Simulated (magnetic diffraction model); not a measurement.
## CoAg₂Br₂F₂: what an assumed order does to the neutron pattern

Space group Cmce (no. 64), a = 13.3770 Å, b = 6.1820 Å, c = 6.0710 Å.

```
site  atom       x       y       z
  8d    Ag  0.1460     1/2       0
  8f    Br     1/2  0.2697  0.7773
  4a    Co     1/2     1/2       0
  8d     F  0.3447     1/2       0
```

This is a made-up structure (elements placed in a structure type, unrelaxed), so the numbers test the method and describe no known phase.

Only Co is taken to order (form factors of Co2+); orders and moment sizes are assumed, and not adapted to the symmetry. Radiation: neutrons of λ = 1.594 Å, 8° to 45°; isotropic B of 0.49 Å² (Ag), 0.67 Å² (Br), 0.69 Å² (Co) and 0.69 Å² (F). The intensities are simulated: I ∝ L Σ (|F_N|² + |F_M⊥|²) for unpolarised neutrons, with F_M = 2.695 fm/μB × Σ f(s) S exp(2πi Q·r) exp(−B s²) at Q = H ± k (one set where k and −k are equivalent), only the part normal to Q counting and L = 1/(sin²θ cos θ). For collinear order S is the moment m, which repeats by lattice and centring translations R with the sign exp(−2πi k·R). Form factors are spin-only for 3d ions and dipole or tabulated for f ions, scattering lengths are Sears's of 1992, and absorption is left out. A label names one of the reflections at its angle. The strongest nuclear line in the range is 100, and lines under 0.2 are left out.

Assume the order k = (0 0 0), collinear moments along [101], 1.98 μB on Co; signs + at (1/2, 1/2, 0), + at (1/2, 0, 1/2).

Q: Where does magnetic intensity appear, and how strong is it?

```tsv
2θ (°)	index	nuclear	magnetic
13.69	(2 0 0)	25.2	1.4
22.30	(1 1 1)	1.8	9.2
27.57	(4 0 0)	0.5	0.3
29.73	(3 1 1)	2.1	2.8
29.89	(0 2 0)	10.9	1.3
30.44	(0 0 2)	11.2	1.0
33.00	(2 2 0)	37.3	1.6
33.52	(2 0 2)	34.7	1.3
33.64	(0 2 1)	1.2	0.0
34.74	(1 1 2)	4.3	0.0
36.47	(2 2 1)	2.0	0.0
40.09	(3 1 2)	3.3	0.0
40.99	(5 1 1)	5.7	0.7
41.11	(4 2 0)	64.3	0.6
41.54	(4 0 2)	61.4	0.5
41.89	(6 0 0)	44.2	0.1
43.18	(0 2 2)	100.0	0.7
44.03	(4 2 1)	1.4	0.0
```

The strongest magnetic line in the range is (1 1 1) at 22.30° (9.2). On top of the Lorentz factor, which all lines share, magnetic lines fade with angle because f falls: for Co2+ it is 0.91, 0.71, 0.49 and 0.18 at sin θ/λ = 0.1, 0.2, 0.3 and 0.5 Å⁻¹, while nuclear lengths stay constant. The net moment is 3.96 μB a primitive cell.

[Logs are printed without paths, hosts, clocks, repeated set-up lines and the standing remarks that a program may print on its own settings, such as how far it seeks lower states.]
